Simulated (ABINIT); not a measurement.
**Quasiparticle gap of CsPbCl3 (Pm-3m) in ABINIT**

Aim: the G0W0 gap of CsPbCl3 (Pm-3m) on PBE, step by step.

Method: PBE and many-body steps on it, plane waves, in ABINIT 10.8.3.

Report form: the programs' logs are mostly left out.

## Step 1: Starting point

Symmetry: Pm-3m, No. 221, cubic system. Conventional cell: a = 5.605 Å, b = 5.605 Å, c = 5.605 Å, α = 90.00°, β = 90.00°, γ = 90.00°. Cs has 12 Cl at 3.96 Å nearest. Pb has 6 Cl at 2.80 Å nearest. Nearest to Cl lie 2 Pb at 2.80 Å and 4 Cs at 3.96 Å. Farther neighbours and most contacts between anions are not listed.

The cell and positions come from the Crystallography Open Database and are kept as given unless a step says otherwise. Spin-orbit coupling is left out unless a step names it.

## Step 2: Ground state

This step: ABINIT 10.8.3; DFT, PBE, plane waves, norm-conserving pseudopotentials.

The ground-state density comes first.

run.abi

```
acell 3*1.0 Angstrom
rprim 
  5.605000000000 0.000000000000 0.000000000000
  0.000000000000 5.605000000000 0.000000000000
  0.000000000000 0.000000000000 5.605000000000
ntypat 3
znucl 55 82 17
natom 5
typat 1 2 3 3 3
xred 
  0.000000000000 0.000000000000 0.000000000000
  0.500000000000 0.500000000000 0.500000000000
  0.500000000000 0.500000000000 0.000000000000
  0.000000000000 0.500000000000 0.500000000000
  0.500000000000 0.000000000000 0.500000000000
pp_dirpath "pseudos"
pseudos "Cs.upf, Pb.upf, Cl.upf"
ecut 32
ngkpt 4 4 4
nshiftk 1
shiftk 0 0 0
kptopt 1
chksymbreak 0
nband 32
occopt 1
tolvrs 1e-10
nstep 60
prtwf 0
optforces 0
optstress 0
indata_prefix "in"
outdata_prefix "out"
tmpdata_prefix "tmp"
```

Command:

```sh
OMP_NUM_THREADS=1 mpirun -n 8 abinit run.abi > log
```

Elapsed: 74 s, on 8 MPI ranks of Intel Xeon Platinum 8259CL at 2.50GHz (Skylake/Cascade Lake), shared host; peak memory 0.87 GiB.

Numbers from this step:

```
total energy               : -7690.9316 eV
gap                        : 1.932 eV
k of the valence top       : 0.5, 0.5, 0.5
k of the conduction bottom : 0.5, 0.5, 0.5
least direct gap           : 1.932 eV
```

The gap is direct, at (0.500, 0.500, 0.500).

## Step 3: Bands along the symmetry lines

Levels along a band path, at the cheap level, show where the edges lie and whether the meshes to come will hold them.

run.abi

```
acell 3*1.0 Angstrom
rprim 
  5.605000000000 0.000000000000 0.000000000000
  0.000000000000 5.605000000000 0.000000000000
  0.000000000000 0.000000000000 5.605000000000
ntypat 3
znucl 55 82 17
natom 5
typat 1 2 3 3 3
xred 
  0.000000000000 0.000000000000 0.000000000000
  0.500000000000 0.500000000000 0.500000000000
  0.500000000000 0.500000000000 0.000000000000
  0.000000000000 0.500000000000 0.500000000000
  0.500000000000 0.000000000000 0.500000000000
pp_dirpath "pseudos"
pseudos "Cs.upf, Pb.upf, Cl.upf"
ecut 32
iscf -2
irdden 1
kptopt 0
nkpt 50
kpt 
  0.00000000 0.00000000 0.00000000
  0.00000000 0.06250000 0.00000000
  0.00000000 0.12500000 0.00000000
  0.00000000 0.18750000 0.00000000
  0.00000000 0.25000000 0.00000000
  0.00000000 0.31250000 0.00000000
  0.00000000 0.37500000 0.00000000
  0.00000000 0.43750000 0.00000000
  0.00000000 0.50000000 0.00000000
  0.06250000 0.50000000 0.00000000
  0.12500000 0.50000000 0.00000000
  0.18750000 0.50000000 0.00000000
  0.25000000 0.50000000 0.00000000
  0.31250000 0.50000000 0.00000000
  0.37500000 0.50000000 0.00000000
  0.43750000 0.50000000 0.00000000
  0.50000000 0.50000000 0.00000000
  0.43750000 0.43750000 0.00000000
  0.37500000 0.37500000 0.00000000
  0.31250000 0.31250000 0.00000000
  0.25000000 0.25000000 0.00000000
  0.18750000 0.18750000 0.00000000
  0.12500000 0.12500000 0.00000000
  0.06250000 0.06250000 0.00000000
  0.00000000 0.00000000 0.00000000
  0.06250000 0.06250000 0.06250000
  0.12500000 0.12500000 0.12500000
  0.18750000 0.18750000 0.18750000
  0.25000000 0.25000000 0.25000000
  0.31250000 0.31250000 0.31250000
  0.37500000 0.37500000 0.37500000
  0.43750000 0.43750000 0.43750000
  0.50000000 0.50000000 0.50000000
  0.43750000 0.50000000 0.43750000
  0.37500000 0.50000000 0.37500000
  0.31250000 0.50000000 0.31250000
  0.25000000 0.50000000 0.25000000
  0.18750000 0.50000000 0.18750000
  0.12500000 0.50000000 0.12500000
  0.06250000 0.50000000 0.06250000
  0.00000000 0.50000000 0.00000000
  0.50000000 0.50000000 0.50000000
  0.50000000 0.50000000 0.43750000
  0.50000000 0.50000000 0.37500000
  0.50000000 0.50000000 0.31250000
  0.50000000 0.50000000 0.25000000
  0.50000000 0.50000000 0.18750000
  0.50000000 0.50000000 0.12500000
  0.50000000 0.50000000 0.06250000
  0.50000000 0.50000000 0.00000000
istwfk *1
nband 33
nbdbuf 2
tolwfr 1e-08
nstep 40
prtwf 0
prtvol 0
indata_prefix "in"
outdata_prefix "out"
tmpdata_prefix "tmp"
```

It took 1.8 min on 8 MPI ranks; peak memory 0.94 GiB; 14 min of CPU time.

Numbers from this step:

| Property | Result |
| --- | --- |
| gap | 1.932 eV |
| k of the valence top | 0.5, 0.5, 0.5 |
| k of the conduction bottom | 0.5, 0.5, 0.5 |
| least direct gap | 1.932 eV |

The gap is 1.932 eV, as in the run before at this level.

Electronic bands along the path, in eV, zero at the top of the highest filled band:

```tsv
point	band 23	band 24	band 25	band 26	band 27	band 28	band 29	band 30
Γ	-2.64	-2.54	-2.54	-2.54	3.34	4.28	4.28	5.19
halfway	-2.69	-2.59	-2.59	-2.44	3.85	4.63	4.69	4.83
X	-2.74	-2.64	-2.64	-1.69	3.02	4.68	5.19	5.33
halfway	-2.73	-2.65	-2.40	-1.46	2.76	4.07	5.10	5.16
M	-2.83	-2.76	-2.22	-0.82	2.52	2.52	4.92	5.38
halfway	-2.66	-2.63	-2.43	-2.26	4.08	4.25	4.63	5.04
Γ	-2.64	-2.54	-2.54	-2.54	3.34	4.28	4.28	5.19
halfway	-2.45	-2.45	-2.44	-2.10	3.91	3.91	3.99	4.88
R	-2.21	-2.21	-2.21	0.00	1.93	1.93	1.93	5.10
halfway	-2.49	-2.46	-2.36	-1.26	2.48	3.67	3.83	5.20
X	-2.74	-2.64	-2.64	-1.69	3.02	4.68	5.19	5.33
jump to R	-2.21	-2.21	-2.21	0.00	1.93	1.93	1.93	5.10
halfway	-2.44	-2.44	-2.22	-0.62	2.22	2.22	3.49	5.46
M	-2.83	-2.76	-2.22	-0.82	2.52	2.52	4.92	5.38
```

## Step 4: Empty states on the mesh, 2×2×2 mesh, 172 bands

The sums over transitions need many empty states on a uniform mesh; this step solves for them.

run.abi

```
acell 3*1.0 Angstrom
rprim 
  5.605000000000 0.000000000000 0.000000000000
  0.000000000000 5.605000000000 0.000000000000
  0.000000000000 0.000000000000 5.605000000000
ntypat 3
znucl 55 82 17
natom 5
typat 1 2 3 3 3
xred 
  0.000000000000 0.000000000000 0.000000000000
  0.500000000000 0.500000000000 0.500000000000
  0.500000000000 0.500000000000 0.000000000000
  0.000000000000 0.500000000000 0.500000000000
  0.500000000000 0.000000000000 0.500000000000
pp_dirpath "pseudos"
pseudos "Cs.upf, Pb.upf, Cl.upf"
ecut 32
ngkpt 2 2 2
nshiftk 1
shiftk 0 0 0
kptopt 1
chksymbreak 0
iscf -2
irdden 1
istwfk *1
nband 172
nbdbuf 14
tolwfr 1e-09
nstep 60
prtvol 0
indata_prefix "in"
outdata_prefix "out"
tmpdata_prefix "tmp"
```

It took 2.3 min on 8 MPI ranks; peak memory 0.83 GiB; 19 min of CPU time.

This step gave:

| Quantity | Value |
| --- | --- |
| gap | 1.932 eV |
| k of the valence top | 0.5, 0.5, 0.5 |
| k of the conduction bottom | 0.5, 0.5, 0.5 |
| least direct gap | 1.932 eV |
| k points computed | 4 |
| lowest point of the top converged band, above the valence top | 40.72 eV |

On this mesh the gap is 1.932 eV.

## Step 5: Screening, 2×2×2 mesh, 158 bands, screening to 108.8 eV

The RPA dielectric matrix is built and inverted for each q.

This step: RPA screening on PBE, plane waves, norm-conserving pseudopotentials.

Edit run.abi of step 4 so:

```diff
@@ -23,10 +23,11 @@
 chksymbreak 0
-iscf -2
-irdden 1
 istwfk *1
-nband 172
-nbdbuf 14
-tolwfr 1e-09
-nstep 60
-prtvol 0
+occopt 1
+irdwfk 1
+optdriver 3
+nband 158
+ecuteps 4
+inclvkb 2
+awtr 1
+symchi 1
 indata_prefix "in"
```

Elapsed: 56 s, on 8 MPI ranks; peak memory 3.2 GiB; 7.4 min of CPU time.

This step gave:

```
ε∞ with local fields, on this mesh, along the program's q direction : 7.216
the same without local fields                                       : 8.213
plasma frequency                                                    : 20.18 eV
plane waves in the screening matrix                                 : 461
```

Local fields lower ε∞ by 12 %. On a Γ-centred mesh this coarse the value itself is usually too large, while a short band sum pulls it down.

## Step 6: Self-energy, 2×2×2 mesh, 158 bands, screening to 108.8 eV

The self-energy is evaluated for the states that the input lists, and the levels follow from it, in one-shot runs by the linearised quasiparticle equation.

This step: G0W0 on PBE, plane waves, norm-conserving pseudopotentials.

Edit run.abi of step 5 so:

```diff
@@ -26,8 +26,17 @@
 irdwfk 1
-optdriver 3
+optdriver 4
 nband 158
+gwcalctyp 0
+ecutsigx 32
+symsigma 1
+nkptgw 2
+kptgw 
+  0.5000000000 0.5000000000 0.5000000000
+  0.0000000000 0.0000000000 0.0000000000
+bdgw 
+  23 29
+  24 29
 ecuteps 4
-inclvkb 2
-awtr 1
-symchi 1
+irdscr 1
+ppmodel 1
 indata_prefix "in"
```

Wall time 38 s (8 MPI ranks); peak memory 2.5 GiB.

Numbers from this step:

```
G0W0 gap on the points computed              : 3.169 eV
starting gap on the mesh                     : 1.932 eV
k of the valence top                         : 0.5, 0.5, 0.5
k of the conduction bottom                   : 0.5, 0.5, 0.5
Z at the valence top                         : 0.795
Z at the conduction bottom                   : 0.823
least direct G0W0 gap on the computed points : 3.169 eV
```

The gap on the mesh goes from 1.93 eV to 3.17 eV, a correction of +1.24 eV.

Limits: finite bands, cutoff and mesh; no spin-orbit coupling; coarse k mesh. v1 is the top filled band, c1 the lowest empty one. Levels before and after the correction, in eV, zero at the valence-band top of each column:

```tsv
	conduction bottom	valence top
Kohn-Sham	1.93	0.00
G0W0	3.17	0.00
```

```tsv
	level	energy (eV)
Kohn-Sham	(0.5 0.5 0.5) v4-v2	-2.214
Kohn-Sham	(0.5 0.5 0.5) v1	0.000
Kohn-Sham	(0.5 0.5 0.5) c1-c3	1.932
G0W0	(0.5 0.5 0.5) v4-v2	-2.769
G0W0	(0.5 0.5 0.5) v1	0.000
G0W0	(0.5 0.5 0.5) c1-c3	3.169
```

## Step 7: Where the time went

Times are wall times on 8 MPI ranks of Intel Xeon Platinum 8259CL at 2.50GHz (Skylake/Cascade Lake), shared host, good to a factor of about two.

```tsv
step	time	share	memory (GiB)
ground state	74 s	18 %	0.87
bands along the symmetry lines	1.8 min	26 %	0.94
empty states on the mesh	2.3 min	34 %	0.83
screening	56 s	13 %	3.2
self-energy	38 s	9 %	2.5
```

## Step 8: What came out

| Item | Value |
| --- | --- |
| PBE gap | 1.93 eV, direct |
| G0W0 gap on the mesh | 3.17 eV |
| GW settings | 2×2×2 mesh, 158 bands, screening to 108.8 eV, Godby-Needs plasmon pole |
| known limits | not at the basis limit; no spin-orbit coupling; coarse k mesh |

G0W0 moves the gap on the mesh from 1.93 eV to 3.17 eV (+1.24 eV), with Z of 0.80 and 0.82 at the edges. Local fields lower the RPA ε∞ on this mesh from 8.21 to 7.22; a Γ-centred mesh this coarse tends to raise both, most where the direct gap is narrow, while a short band sum lowers them. Only 2 of the mesh's irreducible points were corrected, so a valley elsewhere could overtake. Bands and cutoff are finite, so the gap is not at the basis limit. The miss can reach some tenths of an eV and take either sign; the mesh is an error of its own. In the G0W0 run levels were corrected at 2 k points alone, so a gap called «on the mesh» is the least over those, and an edge elsewhere would be missed. The 2×2×2 mesh is coarse for this cell, which bears on the long-range parts of exchange and screening. Where an edge is built on 6p states of lead, bismuth or thallium, scalar-relativistic gaps usually stand too wide, by a few tenths to over one eV. This is the ideal cubic cell; many perovskites, halides above all, are cubic only on average, and local tilts or off-centring can widen the gap. The many-body steps are scalar-relativistic: spin-orbit coupling is not in them.

[Paths, hosts, dates, memory and timing lines, banners, echoed tables and standing remarks are left out of the program output.]

[Logs are printed without paths, hosts, clocks, repeated set-up lines and the standing remarks that a program may print on its own settings, such as how far it seeks lower states.]

[Runs of the session that timed out or met a known fault of the program may be left out.]

[Hosts, paths, dates, database ids (printed as entryN), source tags and the programs' standing remarks are cut or masked in the printed files.]

[G0W0 gaps are taken among the corrected bands and points alone; a level outside them can change the order at an edge.]

[Where Ansatz stands beside ABINIT at settings called matched, ABINIT's density can come from a denser mesh and the files from another edition; pairs whose starting gaps differed by over 0.03 eV were left out, so agreement reads better than it is.]
